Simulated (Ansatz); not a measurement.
# BN (F-43m): phonons against volume

Wanted: mode Grüneisen parameters of BN and a free-energy fit over volumes. The starting cell is a computed one from a database.

Calculated with Ansatz 0.2.0; DFT LDA, scalar-relativistic, plane waves, PAW; PAW set soft_1.

### Step 1. The starting structure

It takes space group F-43m (No. 216, cubic). Conventional cell: a = 3.626 Å, b = 3.626 Å, c = 3.626 Å, α = 90.00°, β = 90.00°, γ = 90.00°. Nearest to B lie 4 N at 1.57 Å. Nearest to N lie 4 B at 1.57 Å. Farther neighbours and most contacts between anions are not listed.

### Step 2. A first coarse run

Before spending time, one coarse run tells the gap and the pressure of the starting cell.

input.yaml reads:

```yaml
crystal:
  lattice:
    - [0.0, 1.813001, 1.813001]
    - [1.813001, 0.0, 1.813001]
    - [1.813001, 1.813001, 0.0]
  atoms:
    - { symbol: B, position: [0.0, 0.0, 0.0] }
    - { symbol: "N", position: [0.75, 0.75, 0.75] }
kpoints:
  mp_grid: { grid: [8, 8, 8] }
hamiltonian:
  xc: lda
  pseudopotentials: { kind: paw, azcp: { folder: soft_1 }, xc_functional: pbe }
scf:
  occupations: { method: gaussian, width: 0.1 }
  lower_state_search: "off"
output:
  forces: true
  stress: true
  eigenvalues: true
```

Run with:

```bash
$ ansatz run input.yaml --threads 8 --pin off --max-ram 16384MiB --backend cpu --events-out ev --progress --plain --runs-dir out
```

Numbers of over 12 decimals in the logs are rounded to 6 here.

Output:

```text
Engine: ansatz 0.2.0, aarch64-unknown-linux-gnu
Pseudopotentials: kind: paw
Pseudopotential: B, paw, valence charge 3, recommended cutoff 420 eV (normal), soft_1/B.paw.azcp
Pseudopotential: N, paw, valence charge 5, recommended cutoff 420 eV (normal), soft_1/N.paw.azcp
Functional definition: SPW92
  exchange = slater_x
  correlation = pw_c
Crystal: 2 atoms, lattice volume = 11.919 Å³
Basis set: ecut = 420 eV, 259 PW (Γ)
Bands: 8, of which v1, the nominal top of the filled ones, is band 4 counted from 1 (3 counted from 0)
Symmetry: 24 space group operations
Space group: F-43m (ITA 216), of the structure as read, at distance tolerance 2.3e-5 Å
k-points: 29 of 512 (time reversal used)
Non-local potential: B, projectors of the file, l = 0: 2, l = 1: 2, l = 2: 1
Non-local potential: N, projectors of the file, l = 0: 2, l = 1: 2, l = 2: 1
PAW form: soft (Blöchl's): semilocal exchange-correlation on the pseudo side does not see the compensation charge
PAW frozen core: B, regenerated for the run's functional, and the local potential with it (the file was generated under x = pbe(κ = 0.804, μ = 0.219515), c = pbe(β = 0.066725))
PAW frozen core: N, regenerated for the run's functional, and the local potential with it (the file was generated under x = pbe(κ = 0.804, μ = 0.219515), c = pbe(β = 0.066725))
PAW one-centre angular grid: B, 110 points (default); XC on 64 Gauss nodes
PAW one-centre angular grid: N, 110 points (default); XC on 64 Gauss nodes
Initial density: superposition of atomic densities (chi_scale 0.1, normalization cell, long waves kept (reshape's long-wave potential 0.00 eV rms))
Initial wavefunctions: pseudopotential atomic-orbital guess
Functional: x = slater, c = lda
SCF iter   1: F=—  HF=-527.165314 eV  |F-HF|=—  |Δ(HF+E_count)|=         —  Δρ=1.41e-1  dr2=1.92e0  ethr=3.10e-3  ⟨swp⟩=4.2  Hψ=1476  notcnv=0
preconditioner: auto → none  [insulator: Δε(μ)=5.762 eV  Ē_g=20.087 eV  σ=0.100 eV  W_gap=1.00  n_scr=0 (ndim 8)  ℏωp=30.4 eV  f_vac=0.000  D(μ)=0.00/eV (n_scr^D=0)  ε∞_Penn≈3.3]
SCF iter   2: F=—  HF=-526.532555 eV  |F-HF|=—  |Δ(HF+E_count)|=   6.33e-1  Δρ=6.35e-2  dr2=2.69e-1  ethr=3.10e-3  ⟨swp⟩=2.1  Hψ=686  notcnv=0
SCF iter   3: F=—  HF=-526.460071 eV  |F-HF|=—  |Δ(HF+E_count)|=   7.25e-2  Δρ=2.16e-2  dr2=3.43e-2  ethr=3.10e-3  ⟨swp⟩=3.0  Hψ=453  notcnv=0
SCF iter   4: F=—  HF=-526.450259 eV  |F-HF|=—  |Δ(HF+E_count)|=   9.81e-3  Δρ=2.81e-3  dr2=3.26e-4  ethr=4.29e-4  ⟨swp⟩=2.9  Hψ=457  notcnv=0
SCF iter   5: F=—  HF=-526.450237 eV  |F-HF|=—  |Δ(HF+E_count)|=   2.19e-5  Δρ=1.76e-4  dr2=1.68e-6  ethr=4.07e-6  ⟨swp⟩=2.0  Hψ=309  notcnv=0
SCF iter   6: F=—  HF=-526.450236 eV  |F-HF|=—  |Δ(HF+E_count)|=   8.35e-7  Δρ=1.52e-5  dr2=5.94e-9  ethr=1.25e-9  ⟨swp⟩=5.3  Hψ=1177  notcnv=0
SCF iter   7: F=-526.450236 eV  HF=-526.450236 eV  |F-HF|=2.21e-11  |Δ(HF+E_count)|=  4.82e-11  Δρ=8.17e-7  dr2=4.56e-11  ethr=7.42e-11  ⟨swp⟩=2.0  Hψ=696  notcnv=0
SCF 1 converged in 7 iterations: F = -526.450236 eV  dr2 = 4.56e-11
  greatest PAW one-centre occupation: 0.780 electrons in one spin orbital (limit 2), on the N atom at site 1 (counted from 0), in its partial waves of l = 0
SCF converged after 7 iterations
Free energy (F): -526.450236 eV
Harris-Foulkes:  -526.450236 eV  (|F-HF|=2.21e-11)
Internal energy: -526.450236 eV  (E = F + TS)
E sigma→0 (E₀):  -526.450236 eV
Fermi energy:    12.938707 eV
--- Per-component energies (eV) ---
  E_band       = 23.920088
  E_kinetic    = 182.658813
  E_local      = -160.966893  (includes V_loc(G=0)·N_el)
  E_nonlocal   = 43.959369
  E_hartree    = 48.751242
  E_xc         = -92.213462
  E_vxc        = -114.458356  (∫ρ·V_xc dr)
  E_paw        = -191.468905  (= ΣΔE_a)
  E_vpaw       = -24.776213  (= ΣTr[D̂ρ^β])
  E_aug_tail   = 0.000962  (compensation charges beyond the density's cutoff)
  E_ewald      = -357.297240
  E_core_change = 0.125878  (= ΣΔE_core)
  E_smearing   = -0.000000  (= −TS)
  E_closure    = 0.000000  (closes the sum)
  Σ components = -526.450236   (vs F -526.450236, Δ=0.00e0)
--- Forces (eV/Å), atoms counted from 1 ---
  atom   1  B     -0.00000000     0.00000000     0.00000000
  atom   2  N      0.00000000    -0.00000000    -0.00000000
  max |Σ_I F_I| component: 4.90e-16 eV/Å
--- Stress (GPa, compression-positive) ---
      -14.389861       0.000000       0.000000
       -0.000000     -14.389861       0.000000
       -0.000000       0.000000     -14.389861
  P = ⅓ Tr σ = -14.3899 GPa (-143.899 kbar)
--- Band table (eV; the first three rows and the last of 29) ---
  k-point 0: bands = ["-9.2056", "10.7664", "10.7664", "10.7664", "19.4145", "19.4145", "19.4145", "21.0316"]
  k-point 1: bands = ["-8.8276", "8.9172", "10.3878", "10.3878", "19.7987", "19.9784", "19.9784", "22.1711"]
  k-point 2: bands = ["-7.7289", "5.3509", "9.6434", "9.6434", "20.2968", "20.9175", "20.9175", "24.1143"]
  k-point 28: bands = ["-3.2755", "3.3014", "3.8128", "4.2713", "20.1669", "23.8719", "24.9625", "25.2809"]
```

Run time: 0.91 s. Hardware: 8 threads of Arm Neoverse N1, shared host; peak memory 0.23 GiB; 1.7 s of CPU time.

A gap read on the k-mesh alone can miss the band edges.

This step gave:

```yaml
pressure: -14.39 GPa
gap_on_the_k_mesh: 4.345 eV
volume_per_atom: 5.959 Å³/atom
```

The start is under -14 GPa at this level and looks like an insulator or semiconductor on this mesh.

### Step 3. A loose first relaxation

The start is far from rest, so a relaxation with loose thresholds first brings it near the minimum.

input.yaml: that of step 2 with these lines changed.

```diff
@@ -9,3 +9,3 @@
 kpoints:
-  mp_grid: { grid: [8, 8, 8] }
+  mp_grid: { grid: [10, 10, 10] }
 hamiltonian:
@@ -20 +20,6 @@
   eigenvalues: true
+relax:
+  adjacent_minimum: "off"
+  f_tol: 0.05
+  max_steps: 80
+  cell: { stress_tol: 0.5 }
```

Output:

```text
[...]
Crystal: 2 atoms, lattice volume = 11.919 Å³
Basis set: ecut = 420 eV, 259 PW (Γ)
Bands: 8, of which v1, the nominal top of the filled ones, is band 4 counted from 1 (3 counted from 0)
Symmetry: 24 space group operations
[...]
k-points: 47 of 1000 (time reversal used)
[...]
SCF iter   1: F=—  HF=-527.165329 eV  |F-HF|=—  |Δ(HF+E_count)|=         —  Δρ=1.41e-1  dr2=1.92e0  ethr=3.10e-3  ⟨swp⟩=4.2  Hψ=2381  notcnv=0
[...]
SCF iter   7: F=-526.450397 eV  HF=-526.450397 eV  |F-HF|=1.97e-11  |Δ(HF+E_count)|=  2.05e-10  Δρ=7.50e-7  dr2=4.02e-11  ethr=7.11e-11  ⟨swp⟩=2.0  Hψ=1128  notcnv=0
SCF 1 converged in 7 iterations: F = -526.450397 eV  dr2 = 4.02e-11
[...]
relax step   1: F+E_penalty+E_count = -526.45039673 eV  Δ(F+E_penalty+E_count) = +0.000e0 eV  max|allowed force component| = 4.302e-16 eV/Å  Δτ_max = 0.0000 Å  P = -14.380 GPa  Ω = 11.919 Å³  (7 SCF iters, dr2 threshold 1.00e-7 eV, accepted)
Crystal: 2 atoms, lattice volume = 11.657 Å³
[...]
iter 1 solved again at ethr=4.08e-5 eV; its pass at ethr=3.10e-3 eV (dr2=3.26e-3 eV) is discarded
[...]
SCF iter   5: F=-526.468580 eV  HF=-526.468580 eV  |F-HF|=9.99e-11  |Δ(HF+E_count)|=   1.40e-8  Δρ=2.08e-6  dr2=1.60e-10  ethr=2.50e-9  ⟨swp⟩=5.1  Hψ=1838  notcnv=0
SCF 2 converged in 5 iterations: F = -526.468580 eV  dr2 = 1.60e-10
[...]
relax step   2: F+E_penalty+E_count = -526.46858026 eV  Δ(F+E_penalty+E_count) = -1.818e-2 eV  max|allowed force component| = 1.356e-16 eV/Å  Δτ_max = 0.0000 Å  P = -6.147 GPa  Ω = 11.657 Å³  energy of the carried Pulay correction = +1.331e-3 eV  (5 SCF iters, dr2 threshold 2.00e-7 eV, accepted)
Crystal: 2 atoms, lattice volume = 11.470 Å³
Basis set: ecut = 420 eV, 229 PW (Γ)
[...]
SCF iter   5: F=-526.473024 eV  HF=-526.473024 eV  |F-HF|=4.60e-11  |Δ(HF+E_count)|=   6.57e-9  Δρ=1.36e-6  dr2=8.91e-11  ethr=2.46e-9  ⟨swp⟩=3.0  Hψ=1254  notcnv=0
SCF 3 converged in 5 iterations: F = -526.473024 eV  dr2 = 8.91e-11
[...]
relax step   3: F+E_penalty+E_count = -526.47302395 eV  Δ(F+E_penalty+E_count) = -4.444e-3 eV  max|allowed force component| = 1.579e-16 eV/Å  Δτ_max = 0.0000 Å  P = +0.304 GPa  Ω = 11.470 Å³  energy of the carried Pulay correction = +2.306e-3 eV  (5 SCF iters, dr2 threshold 2.00e-7 eV, accepted)
[...]
SCF iter   4: F=-526.471156 eV  HF=-526.471156 eV  |F-HF|=1.58e-11  |Δ(HF+E_count)|=   1.40e-8  Δρ=3.48e-6  dr2=3.55e-10  ethr=2.50e-11  ⟨swp⟩=3.1  Hψ=1491  notcnv=0
SCF 4 converged in 4 iterations: F = -526.471156 eV  dr2 = 3.55e-10
relax step   4: F+E_penalty+E_count = -526.47115649 eV  Δ(F+E_penalty+E_count) = +1.867e-3 eV  max|allowed force component| = 1.503e-16 eV/Å  Δτ_max = 0.0000 Å  P = -0.025 GPa  Ω = 11.470 Å³  stress off target by 2.51e-2 GPa  SCF on the basis re-selected at this cell (its energy is not comparable with the rows above)  (4 SCF iters)
basis re-selected at this cell: Δ(F+E_penalty+E_count) = +1.867e-3 eV, ΔP = -0.329 GPa vs the last step (what re-selecting the basis moved, of the pressure what is left beyond the Pulay correction that the steps carried, after the strain that the cell walked since its last selection, with what the two solves' SCF thresholds leave and, on support functions, any second-order correction that the steps lacked; it is no m [...]
SCF converged after 4 iterations
Free energy (F): -526.471156 eV
[...]
Internal energy: -526.471156 eV  (E = F + TS)
E sigma→0 (E₀):  -526.471156 eV
Fermi energy:    13.583191 eV
[...]
--- Stress (GPa, compression-positive) ---
       -0.025118      -0.000000      -0.000000
       -0.000000      -0.025118      -0.000000
       -0.000000      -0.000000      -0.025118
  P = ⅓ Tr σ = -0.0251 GPa (-0.251 kbar)
--- Band table (eV; the first three rows and the last of 47) ---
[...]
--- Relaxed structure (3 steps of the walk, 3 accepted, 1 SCFs on fresh bases) ---
  F+E_penalty+E_count = -526.47115649 eV   max|allowed force component| = 1.503e-16 eV/Å   (the final SCF, on the basis selected at the relaxed cell)
  cell:  # Å, volume = 11.4695 Å³
    - [0, 1.789941, 1.789941]
    - [1.789941, 0, 1.789941]
    - [1.789941, 1.789941, 0]
  atoms:
    - { symbol: B, position: [0, 0, 0] }
    - { symbol: N, position: [0.75, 0.75, 0.75] }
```

Wall time 1.8 s (8 threads); peak memory 0.26 GiB; 6.4 s of CPU time.

Relaxation path:

| step | energy less that of the first step (eV) | largest force component (eV/Å) | pressure (GPa) | volume (Å³) |
| --- | --- | --- | --- | --- |
| 1 | 0.0000 | 0.0000 | -14.38 | 11.92 |
| 2 | -0.0182 | 0.0000 | -6.15 | 11.66 |
| 3 | -0.0226 | 0.0000 | 0.30 | 11.47 |
| 4* | -0.0208 | 0.0000 | -0.03 | 11.47 |

Relaxation steps marked * repeat the geometry before them on a plane-wave basis chosen anew for their cell, so energy and pressure can jump there.

The run keeps the 24 symmetry operations that it works with, so distortions that break them were not tested.

| conventional cell, symmetrised | before | after | change |
| --- | --- | --- | --- |
| a (Å) | 3.626 | 3.580 | -1.3 % |
| b (Å) | 3.626 | 3.580 | -1.3 % |
| c (Å) | 3.626 | 3.580 | -1.3 % |
| volume (Å³/atom) | 5.96 | 5.73 | -3.8 % |

The relaxed structure:

```xyz
2
Lattice="0.0000 1.7899 1.7899 1.7899 0.0000 1.7899 1.7899 1.7899 0.0000" Properties=species:S:1:pos:R:3 pbc="T T T"
B     0.0000    0.0000    0.0000
N     2.6849    2.6849    2.6849
```

This step gave:

```
pressure          : -0.02512 GPa
gap on the k-mesh : 4.389 eV
volume per atom   : 5.735 Å³/atom
```

The relaxation ends with a pressure of -0.03 GPa.

### Step 4. Relaxation

Phonons are second derivatives about a minimum, so cell and atoms are relaxed first, inside the symmetry of the start.

input.yaml reads:

```yaml
crystal:
  lattice:
    - [0.0, 1.7899407159, 1.7899407159]
    - [1.7899407159, 0.0, 1.7899407159]
    - [1.7899407159, 1.7899407159, 0.0]
  atoms:
    - { symbol: B, position: [0.0, 0.0, 0.0] }
    - { symbol: "N", position: [0.75, 0.75, 0.75] }
kpoints:
  mp_grid: { grid: [12, 12, 12] }
hamiltonian:
  xc: lda
  pseudopotentials: { kind: paw, azcp: { folder: soft_1 }, xc_functional: pbe }
scf:
  occupations: { method: gaussian, width: 0.02 }
  lower_state_search: "off"
output:
  forces: true
  stress: true
  eigenvalues: true
  write_density: true
  write_potential: true
  elf: true
  volumetric_format: npy
relax:
  adjacent_minimum: "off"
  f_tol: 0.005
  max_steps: 80
  cell: { stress_tol: 0.05 }
```

Output:

```text
[...]
Crystal: 2 atoms, lattice volume = 11.470 Å³
Basis set: ecut = 420 eV, 229 PW (Γ)
Bands: 8, of which v1, the nominal top of the filled ones, is band 4 counted from 1 (3 counted from 0)
Symmetry: 24 space group operations
[...]
k-points: 72 of 1728 (time reversal used)
[...]
SCF iter   1: F=—  HF=-527.250098 eV  |F-HF|=—  |Δ(HF+E_count)|=         —  Δρ=1.50e-1  dr2=2.05e0  ethr=3.10e-3  ⟨swp⟩=4.7  Hψ=3703  notcnv=0
[...]
SCF iter   7: F=-526.471162 eV  HF=-526.471162 eV  |F-HF|=1.63e-11  |Δ(HF+E_count)|=  3.41e-12  Δρ=8.19e-7  dr2=3.89e-11  ethr=6.68e-11  ⟨swp⟩=4.7  Hψ=2490  notcnv=0
SCF 1 converged in 7 iterations: F = -526.471162 eV  dr2 = 3.89e-11
[...]
relax step   1: F+E_penalty+E_count = -526.47116158 eV  Δ(F+E_penalty+E_count) = +0.000e0 eV  max|allowed force component| = 4.210e-16 eV/Å  Δτ_max = 0.0000 Å  P = -0.018 GPa  Ω = 11.470 Å³  (7 SCF iters, dr2 threshold 1.00e-7 eV, accepted)
[...]
SCF iter   2: F=-526.471162 eV  HF=-526.471162 eV  |F-HF|=1.93e-12  |Δ(HF+E_count)|=  4.44e-10  Δρ=4.15e-7  dr2=6.95e-12  ethr=1.00e-12  ⟨swp⟩=3.7  Hψ=2466  notcnv=0
SCF 2 converged in 2 iterations: F = -526.471162 eV  dr2 = 6.95e-12
relax step   2: F+E_penalty+E_count = -526.47116158 eV  Δ(F+E_penalty+E_count) = -5.912e-12 eV  max|allowed force component| = 3.192e-16 eV/Å  Δτ_max = 0.0000 Å  P = -0.018 GPa  Ω = 11.470 Å³  stress off target by 1.83e-2 GPa  SCF on the basis re-selected at this cell (its energy is not comparable with the rows above)  (2 SCF iters)
basis re-selected at this cell: Δ(F+E_penalty+E_count) = -5.912e-12 eV, ΔP = +0.000 GPa vs the last step (what re-selecting the basis moved, of the pressure what is left beyond the Pulay correction that the steps carried, after the strain that the cell walked since its last selection, with what the two solves' SCF thresholds leave and, on support functions, any second-order correction that the steps lacked; it is no  [...]
SCF converged after 2 iterations
Free energy (F): -526.471162 eV
[...]
Internal energy: -526.471162 eV  (E = F + TS)
E sigma→0 (E₀):  -526.471162 eV
Fermi energy:    13.583180 eV
[...]
--- Stress (GPa, compression-positive) ---
       -0.018295      -0.000000      -0.000000
        0.000000      -0.018295       0.000000
       -0.000000       0.000000      -0.018295
  P = ⅓ Tr σ = -0.0183 GPa (-0.183 kbar)
--- Band table (eV; the first three rows and the last of 72) ---
[...]
--- Relaxed structure (1 steps of the walk, 1 accepted, 1 SCFs on fresh bases) ---
[...]
cell:  # Å, volume = 11.4695 Å³
    - [0.0, 1.7899407159, 1.7899407159]
    - [1.7899407159, 0.0, 1.7899407159]
    - [1.7899407159, 1.7899407159, 0.0]
  atoms:
    - { symbol: B, position: [0.0, 0.0, 0.0] }
    - { symbol: N, position: [0.75, 0.75, 0.75] }
```

Wall time 1.4 s (8 threads); peak memory 0.27 GiB; 4.7 s of CPU time.

Little changed from the start: no atom moved by 0.005 Å and no cell edge by 0.1 %.

This step gave:

* pressure: -0.01829 GPa

Electrostatic potential energy in the ac plane of a cell with a along [110], b along [-110] and c along [001] of the cube at fractional y = 0.000, with atoms of B and N within 0.2 Å of it. With pseudopotentials it is smooth inside the atoms' cores, unlike the true potential.

Values in eV, 9 rows by 14 columns, each cell a mean:
```
-29 -15   7  12  10  -3 -26 -29 -15   7  12  10  -3 -26
 -4   5  11  13  12   8   0  -4   5  11  13  12   8   0
 12  13  13  13  13  13  12  12  13  13  13  13  13  12
 14  14  13  13  13  14  14  14  14  13  13  13  14  14
 14  14  10   6   8  13  14  14  14  10   6   8  13  14
 14  10  -9 -27 -20   3  13  14  10  -9 -27 -20   3  13
  9   4 -25 -42 -37  -7   8   9   4 -25 -42 -37  -7   8
-17  -6 -14 -29 -23  -5 -12 -17  -6 -14 -29 -23  -5 -12
-30 -20   2   3   4  -7 -29 -30 -20   2   3   4  -7 -29
```
Columns run along a (5.1 Å; values clipped at the 3rd and 97th percentile), rows up along c (3.6 Å), edges of the conventional cell, whose origin can differ from the input's. Atoms in or near the plane, at fractional coordinates: B at (0.50, 0.00), B at (0.00, 0.00), N at (0.75, 0.25), N at (0.25, 0.25).

Valence density in the ac plane of a cell with a along [110], b along [-110] and c along [001] of the cube at fractional y = 0.000, with atoms of B and N within 0.2 Å of it. It is the smooth field of the valence electrons, not physical close to the nuclei.

Values in e/Å³, 9 rows by 14 columns, each cell a mean:
```
0.6 0.5 0.4 0.3 0.3 0.5 0.6 0.6 0.5 0.4 0.3 0.3 0.5 0.6
0.6 0.4 0.2 0.1 0.1 0.3 0.5 0.6 0.4 0.2 0.1 0.1 0.3 0.5
0.3 0.2 0.1 0.1 0.1 0.2 0.3 0.3 0.2 0.1 0.1 0.1 0.2 0.3
0.1 0.1 0.2 0.2 0.2 0.2 0.1 0.1 0.1 0.2 0.2 0.2 0.2 0.1
0.1 0.2 0.5 0.8 0.7 0.3 0.1 0.1 0.2 0.5 0.8 0.7 0.3 0.1
0.2 0.5 1.5 2.6 2.2 0.9 0.3 0.2 0.5 1.5 2.6 2.2 0.9 0.3
0.4 1.0 2.6 3.5 3.3 1.6 0.6 0.4 1.0 2.6 3.5 3.3 1.6 0.6
0.7 1.2 2.1 2.9 2.6 1.5 0.9 0.7 1.2 2.1 2.9 2.6 1.5 0.9
0.5 0.9 1.0 1.0 1.0 0.9 0.7 0.5 0.9 1.0 1.0 1.0 0.9 0.7
```
Columns run along a (5.1 Å), rows up along c (3.6 Å), edges of the conventional cell, whose origin can differ from the input's. Atoms in or near the plane, at fractional coordinates: B at (0.50, 0.00), B at (0.00, 0.00), N at (0.75, 0.25), N at (0.25, 0.25).

ELF in the ac plane of a cell with a along [110], b along [-110] and c along [001] of the cube at fractional y = 0.000, with atoms of B and N within 0.2 Å of it. It is the smooth field of the valence electrons, not physical close to the nuclei.

Ten even steps from '0' (0.03) to '9' (0.88), each cell a mean:
```
12322311232231
32100133210013
11000011100001
00121000012100
01576300157630
14767621476762
37724853772485
39968963996896
05878720587872
```
Columns run along a (5.1 Å), rows up along c (3.6 Å), edges of the conventional cell, whose origin can differ from the input's. Atoms in or near the plane, at fractional coordinates: B at (0.50, 0.00), B at (0.00, 0.00), N at (0.75, 0.25), N at (0.25, 0.25).

### Step 5. Relaxing to small residual forces and stress

The thresholds are tightened for a last relaxation ahead of the phonons, and where mesh or smearing change with them the cell follows.

input.yaml, the sections that differ from step 4:

```yaml
scf:
  occupations: { method: fixed }
  lower_state_search: "off"
output:
  forces: true
  stress: true
  eigenvalues: true
relax:
  adjacent_minimum: "off"
  f_tol: 0.001
  max_steps: 60
  cell: { stress_tol: 0.01 }
# crystal, kpoints, hamiltonian: as in step 4
```

Output:

```text
[...]
Crystal: 2 atoms, lattice volume = 11.470 Å³
Basis set: ecut = 420 eV, 229 PW (Γ)
Bands: 8, of which v1, the nominal top of the filled ones, is band 4 counted from 1 (3 counted from 0)
Symmetry: 24 space group operations
[...]
k-points: 72 of 1728 (time reversal used)
[...]
P = ⅓ Tr σ = -0.0079 GPa (-0.079 kbar)
--- Band table (eV; the first three rows and the last of 72) ---
[...]
--- Relaxed structure (2 steps of the walk, 2 accepted, 1 SCFs on fresh bases) ---
[...]
cell:  # Å, volume = 11.4692 Å³
    - [0, 1.789925, 1.789925]
    - [1.789925, 0, 1.789925]
    - [1.789925, 1.789925, 0]
  atoms:
    - { symbol: B, position: [0, 0, 0] }
    - { symbol: N, position: [0.750000, 0.750000, 0.750000] }
[key lines of the parts left out:]
SCF converged after 4 iterations
Free energy (F): -526.471163 eV
Fermi energy:    11.389182 eV
```

Wall time 1 s (8 threads); peak memory 0.26 GiB; 5.3 s of CPU time.

Little changed from the start: no atom moved by 0.005 Å and no cell edge by 0.1 %.

This step gave:

| Property | Result |
| --- | --- |
| pressure | -0.007873 GPa |

The residual pressure is -0.0079 GPa, small enough for phonons.

(Part 1 of 3 ends here.)

[Logs are printed without paths, hosts, clocks, repeated set-up lines and the standing remarks that a program may print on its own settings, such as how far it seeks lower states.]

[Hosts, paths, dates, database ids (printed as entryN), source tags and the programs' standing remarks are cut or masked in the printed files.]

[A step with changed settings may run another functional than the one named; its input shows which.]

[Of the runs on displaced cells, only some may be shown.]
